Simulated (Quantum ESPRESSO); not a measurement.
# GaP (F-43m): third-order response

Aim: Raman and infrared lines of GaP (F-43m).

Calculated with Quantum ESPRESSO 8.0 development, patched; DFT LDA, scalar-relativistic, plane waves, PseudoDojo norm-conserving pseudopotentials.

The experiments to compare with:

For GaP, zinc blende (literature value (Ref. 21), 300 K), “Temperature dependence of the optical phonon reflection band in GaP” (2021, arxiv:2105.06662) quotes earlier work: Raman mode (TO at Gamma) 367.3 cm⁻¹; infrared mode (TO at Gamma) 366.3 ± 0.3 cm⁻¹.

**1. Set-up**

The structure is cubic, space group F-43m (No. 216). The conventional cell has a = 5.451 Å, b = 5.451 Å, c = 5.451 Å, α = 90.00°, β = 90.00°, γ = 90.00°. Nearest to Ga lie 4 P at 2.36 Å. Nearest to P lie 4 Ga at 2.36 Å. Farther neighbours are not listed.

**2. A first look**

Before anything dear is run, a loose run with smearing shows whether this is a metal and how far the cell is from rest.

probe.in reads:

```
&CONTROL
  calculation = 'scf'
  prefix      = 'x'
  outdir      = './tmp'
  pseudo_dir  = './pseudo'
  tprnfor     = .true.
  tstress     = .true.
  verbosity   = 'high'
/
&SYSTEM
  ibrav       = 2
  celldm(1)   = 10.29995224
  nat         = 2
  ntyp        = 2
  ecutwfc     = 80.0
  occupations = 'smearing'
  smearing    = 'gaussian'
  degauss     = 0.01
/
&ELECTRONS
  conv_thr         = 1.0d-07
  mixing_beta      = 0.7
  electron_maxstep = 100
/
ATOMIC_SPECIES
 Ga     69.7230  Ga.upf
 P      30.9738  P.upf
ATOMIC_POSITIONS crystal
 Ga     0.000000000   0.000000000   0.000000000
 P      0.250000000   0.250000000   0.250000000
K_POINTS automatic
 6 6 6 0 0 0
```

Launch:

```bash
> OMP_NUM_THREADS=1 mpirun -n 4 pw.x -nk 4 -in probe.in > probe.out
```

The log of the run:

```text
[banners, grids, parts of the stress and lines that vanish by symmetry left out]
Program PWSCF v.8.0dev
     bravais-lattice index     =            2
     lattice parameter (alat)  =      10.3000  a.u.
[...]
kinetic-energy cutoff     =      80.0000  Ry
     charge density cutoff     =     320.0000  Ry
     scf convergence threshold =      1.0E-07
[...]
Exchange-correlation= SLA-PW-NOGX-NOGC
                           (   1   4   0   0   0   0   0)
[...]
24 Sym. Ops. (no inversion) found
[...]
(     0          1          0      )
                  (     0          0          1      )
[...]
(  0.0000000  1.0000000  0.0000000 )
                  (  0.0000000  0.0000000  1.0000000 )
[...]
(     1          0         -1      )
                  (     0          0         -1      )
[...]
(  0.0000000  1.0000000  0.0000000 )
[...]
(    -1          0          1      )
                  (    -1          0          0      )
[...]
(  0.0000000  0.0000000  1.0000000 )
                  (  0.0000000 -1.0000000  0.0000000 )
[...]
number of k points=    16  Gaussian smearing, width (Ry)=  0.0100
[...]
End of self-consistent calculation
[...]
the Fermi energy is     8.2342 ev
!    total energy              =    -166.69658619 Ry
[...]
convergence has been achieved in   6 iterations
[...]
atom    1 type  1   force =     0.00000000    0.00000000    0.00000000
     atom    2 type  2   force =     0.00000000    0.00000000    0.00000000
[...]
Total force =     0.000000     Total SCF correction =     0.000000
[...]
total   stress  (Ry/bohr**3)                   (kbar)     P=      -29.08
[...]
XML data file, charge density, pseudopotentials, collected wavefunctions

   JOB DONE.
```

Run time: 4.3 s. Hardware: 4 MPI ranks of Intel Xeon at 2.70GHz, shared host; 16 s of CPU time.

Numbers from this step:

```
volume per atom   : 20.24 Å³
pressure          : -2.908 GPa
gap on the k-mesh : 1.498 eV
```

A gap of 1.5 eV opens on this mesh, so the crystal is taken as an insulator; the start stands at -2.9 GPa.

**3. Relaxing the cell and atoms**

The relaxation runs at a cutoff a fifth above that of the response, since stress converges more slowly with the basis than frequencies do. Forces and stress are brought to rest with tight thresholds.

relax.in reads:

```
&CONTROL
  calculation   = 'vc-relax'
  prefix        = 'x'
  outdir        = './tmp'
  pseudo_dir    = './pseudo'
  tprnfor       = .true.
  tstress       = .true.
  forc_conv_thr = 2.0d-05
  etot_conv_thr = 1.0d-07
  nstep         = 40
/
&SYSTEM
  ibrav       = 2
  celldm(1)   = 10.29995224
  nat         = 2
  ntyp        = 2
  ecutwfc     = 96
  occupations = 'fixed'
  nbnd        = 11
/
&ELECTRONS
  conv_thr         = 1.0d-11
  mixing_beta      = 0.7
  electron_maxstep = 100
/
&IONS
/
&CELL
  press_conv_thr = 0.2
/
ATOMIC_SPECIES
 Ga     69.7230  Ga.upf
 P      30.9738  P.upf
ATOMIC_POSITIONS crystal
 Ga     0.000000000   0.000000000   0.000000000
 P      0.250000000   0.250000000   0.250000000
K_POINTS automatic
 8 8 8 0 0 0
```

Launch:

```bash
> OMP_NUM_THREADS=1 mpirun -n 4 pw.x -nk 4 -in relax.in > relax.out
```

The log of the run:

```text
[banners, grids, parts of the stress and lines that vanish by symmetry left out]
[banner, memory and clock lines left out]
Program PWSCF v.8.0dev

[...]
kinetic-energy cutoff     =      96.0000  Ry
     charge density cutoff     =     384.0000  Ry
     scf convergence threshold =      1.0E-11
[...]
energy convergence thresh.=      1.0E-07
     force convergence thresh. =      2.0E-05
     press convergence thresh. =      2.0E-01
     Exchange-correlation= SLA-PW-NOGX-NOGC
                           (   1   4   0   0   0   0   0)
[...]
24 Sym. Ops. (no inversion) found
[...]
number of k points=    29
[...]
c_bands: 1 eigenvalues not converged on the other pools
[...]
End of self-consistent calculation
[...]
highest occupied, lowest unoccupied level (ev):     7.3597    8.8595
!    total energy              =    -166.69775683 Ry
[...]
convergence has been achieved in  10 iterations
[...]
atom    1 type  1   force =     0.00000000    0.00000000    0.00000000
     atom    2 type  2   force =     0.00000000    0.00000000    0.00000000
     Total force =     0.000000     Total SCF correction =     0.000000
[...]
total   stress  (Ry/bohr**3)                   (kbar)     P=      -29.11
[...]
number of bfgs steps    =   0
[...]
CELL_PARAMETERS (alat= 10.29995224)
[...]
ATOMIC_POSITIONS (crystal)
Ga               0.0000000000        0.0000000000        0.0000000000
P                0.2500000000        0.2500000000        0.2500000000
[...]
New effective cutoffs (rho, wfc):  386.36   96.94
[...]
End of self-consistent calculation
[...]
highest occupied, lowest unoccupied level (ev):     7.5560    9.0336
!    total energy              =    -166.69839493 Ry
[...]
convergence has been achieved in   7 iterations
[...]
atom    1 type  1   force =     0.00000000    0.00000000   -0.00000000
     atom    2 type  2   force =     0.00000000    0.00000000    0.00000000
     Total force =     0.000000     Total SCF correction =     0.000000
[...]
total   stress  (Ry/bohr**3)                   (kbar)     P=      -17.27
[...]
number of bfgs steps    =   1
[...]
CELL_PARAMETERS (alat= 10.29995224)
[...]
ATOMIC_POSITIONS (crystal)
Ga              -0.0000000000       -0.0000000000        0.0000000000
P                0.2500000000        0.2500000000        0.2500000000
[...]
New effective cutoffs (rho, wfc):  391.89   98.32
[...]
End of self-consistent calculation
[...]
highest occupied, lowest unoccupied level (ev):     7.8428    9.2779
!    total energy              =    -166.69871300 Ry
[...]
convergence has been achieved in   9 iterations
[...]
atom    1 type  1   force =     0.00000000    0.00000000    0.00000000
     atom    2 type  2   force =     0.00000000    0.00000000    0.00000000
     Total force =     0.000000     Total SCF correction =     0.000000
[...]
total   stress  (Ry/bohr**3)                   (kbar)     P=        1.15
[...]
number of bfgs steps    =   2
[...]
CELL_PARAMETERS (alat= 10.29995224)
[...]
ATOMIC_POSITIONS (crystal)
[...]
New effective cutoffs (rho, wfc):  391.54   98.24
[...]
End of self-consistent calculation
[...]
highest occupied, lowest unoccupied level (ev):     7.8248    9.2627
!    total energy              =    -166.69871431 Ry
[...]
convergence has been achieved in   7 iterations
[...]
atom    1 type  1   force =    -0.00000000    0.00000000   -0.00000000
     atom    2 type  2   force =     0.00000000    0.00000000    0.00000000
     Total force =     0.000000     Total SCF correction =     0.000000
[...]
total   stress  (Ry/bohr**3)                   (kbar)     P=       -0.04
[...]
number of bfgs steps    =   3
[...]
small trust_radius: resetting bfgs history
[...]
CELL_PARAMETERS (alat= 10.29995224)
[...]
ATOMIC_POSITIONS (crystal)
[...]
New effective cutoffs (rho, wfc):  391.55   98.24
[...]
End of self-consistent calculation
[...]
highest occupied, lowest unoccupied level (ev):     7.8251    9.2629
!    total energy              =    -166.69871431 Ry
[...]
convergence has been achieved in   4 iterations
[...]
atom    1 type  1   force =    -0.00000000    0.00000000   -0.00000000
     atom    2 type  2   force =     0.00000000    0.00000000    0.00000000
     Total force =     0.000000     Total SCF correction =     0.000000
[...]
total   stress  (Ry/bohr**3)                   (kbar)     P=       -0.02
[...]
bfgs converged in   5 scf cycles and   4 bfgs steps
[...]
End of BFGS Geometry Optimization
     Final enthalpy           =    -166.6987143098 Ry
     File ./tmp/x.bfgs deleted, as requested
[...]
CELL_PARAMETERS (alat= 10.29995224)
[...]
ATOMIC_POSITIONS (crystal)
Ga              -0.0000000000       -0.0000000000        0.0000000000
P                0.2500000000        0.2500000000        0.2500000000
[...]
Final scf calculation at the relaxed structure.
[...]
kinetic-energy cutoff     =      96.0000  Ry
     charge density cutoff     =     384.0000  Ry
     scf convergence threshold =      1.0E-13
[...]
press convergence thresh. =      2.0E-01
     Exchange-correlation= SLA-PW-NOGX-NOGC
                           (   1   4   0   0   0   0   0)
[...]
24 Sym. Ops. (no inversion) found
[...]
number of k points=    29
[...]
End of self-consistent calculation
[...]
highest occupied, lowest unoccupied level (ev):     7.8251    9.2629
!    total energy              =    -166.69871222 Ry
[...]
convergence has been achieved in  11 iterations
[...]
atom    1 type  1   force =     0.00000000   -0.00000000    0.00000000
     atom    2 type  2   force =     0.00000000    0.00000000   -0.00000000
     Total force =     0.000000     Total SCF correction =     0.000000
[...]
total   stress  (Ry/bohr**3)                   (kbar)     P=       -0.02
[...]
XML data file, charge density, pseudopotentials, collected wavefunctions
```

Wall time 39 s (4 MPI ranks); 2.6 min of CPU time.

The steps of the relaxation:

```csv
step,energy less that of the first step (eV),largest force (eV/Å),pressure (GPa),volume (Å³)
1,0.0000,0.0000,-2.91,40.48
2,-0.0087,0.0000,-1.73,39.88
3,-0.0130,0.0000,0.11,39.04
4,-0.0130,0.0000,0.00,39.09
5,-0.0130,0.0000,0.00,39.09
6,-0.0130,0.0000,0.00,39.09
```

```csv
"conventional cell, symmetrised",before,after,change
a (Å),5.451,5.387,-1.2 %
b (Å),5.451,5.387,-1.2 %
c (Å),5.451,5.387,-1.2 %
volume (Å³/atom),20.24,19.55,-3.4 %
```

Final coordinates:

```
CELL_PARAMETERS angstrom
-2.69373 0.00000 2.69373
0.00000 2.69373 2.69373
-2.69373 2.69373 0.00000
ATOMIC_POSITIONS crystal
Ga 0.00000 0.00000 0.00000
P 0.25000 0.25000 0.25000
```

The last row of the table of steps is pw.x's closing run on a basis chosen anew for the final cell, so its energy can jump.

This step gave:

```yaml
volume_per_atom: 19.55 Å³
pressure: -0.002 GPa
gap_on_the_k_mesh: 1.438 eV
```

The volume changes by -3.4 % from the cell with which this run began.

**4. Ground state**

Perturbation theory inherits every error of the wavefunctions, so the threshold is set near the limit of the arithmetic. With a gap, occupations are fixed, which also allows the response to an electric field.

scf.in reads:

```
&CONTROL
  calculation = 'scf'
  prefix      = 'x'
  outdir      = './tmp'
  pseudo_dir  = './pseudo'
  tprnfor     = .true.
  tstress     = .true.
/
&SYSTEM
  ibrav       = 2
  celldm(1)   = 10.1808274
  nat         = 2
  ntyp        = 2
  ecutwfc     = 80.0
  occupations = 'fixed'
  nbnd        = 11
/
&ELECTRONS
  conv_thr         = 1.0d-12
  mixing_beta      = 0.7
  electron_maxstep = 100
/
ATOMIC_SPECIES
 Ga     69.7230  Ga.upf
 P      30.9738  P.upf
ATOMIC_POSITIONS crystal
 Ga     0.000000000   0.000000000   0.000000000
 P      0.250000000   0.250000000   0.250000000
K_POINTS automatic
 8 8 8 0 0 0
```

Launch:

```bash
> OMP_NUM_THREADS=1 mpirun -n 4 pw.x -nk 4 -in scf.in > scf.out
```

The log of the run:

```text
[banners, grids, parts of the stress and lines that vanish by symmetry left out]
[banner, memory and clock lines left out]
Program PWSCF v.8.0dev

[...]
kinetic-energy cutoff     =      80.0000  Ry
     charge density cutoff     =     320.0000  Ry
     scf convergence threshold =      1.0E-12
[...]
Exchange-correlation= SLA-PW-NOGX-NOGC
                           (   1   4   0   0   0   0   0)
[...]
24 Sym. Ops. (no inversion) found
[...]
number of k points=    29
[...]
c_bands: 1 eigenvalues not converged on the other pools
[...]
End of self-consistent calculation
[...]
highest occupied, lowest unoccupied level (ev):     7.8252    9.2629
!    total energy              =    -166.69867242 Ry
[...]
convergence has been achieved in  11 iterations
[...]
atom    1 type  1   force =    -0.00000000   -0.00000000    0.00000000
     atom    2 type  2   force =     0.00000000    0.00000000    0.00000000
     Total force =     0.000000     Total SCF correction =     0.000000
[...]
total   stress  (Ry/bohr**3)                   (kbar)     P=       -0.29
[...]
XML data file, charge density, pseudopotentials, collected wavefunctions
```

Run time: 10 s. Hardware: 4 MPI ranks.

This step gave:

| Item | Value |
| --- | --- |
| pressure | -0.02900 GPa |

The cell stands at -0.029 GPa, close enough for phonons.

(Part 1 of 3 ends here.)

[Host names and launcher messages were left out of these logs when they were recorded.]

[Logs are printed without paths, hosts, clocks, repeated set-up lines and the standing remarks that a program may print on its own settings, such as how far it seeks lower states.]

[Hosts, paths, dates, database ids (printed as entryN), source tags and the programs' standing remarks are cut or masked in the printed files.]
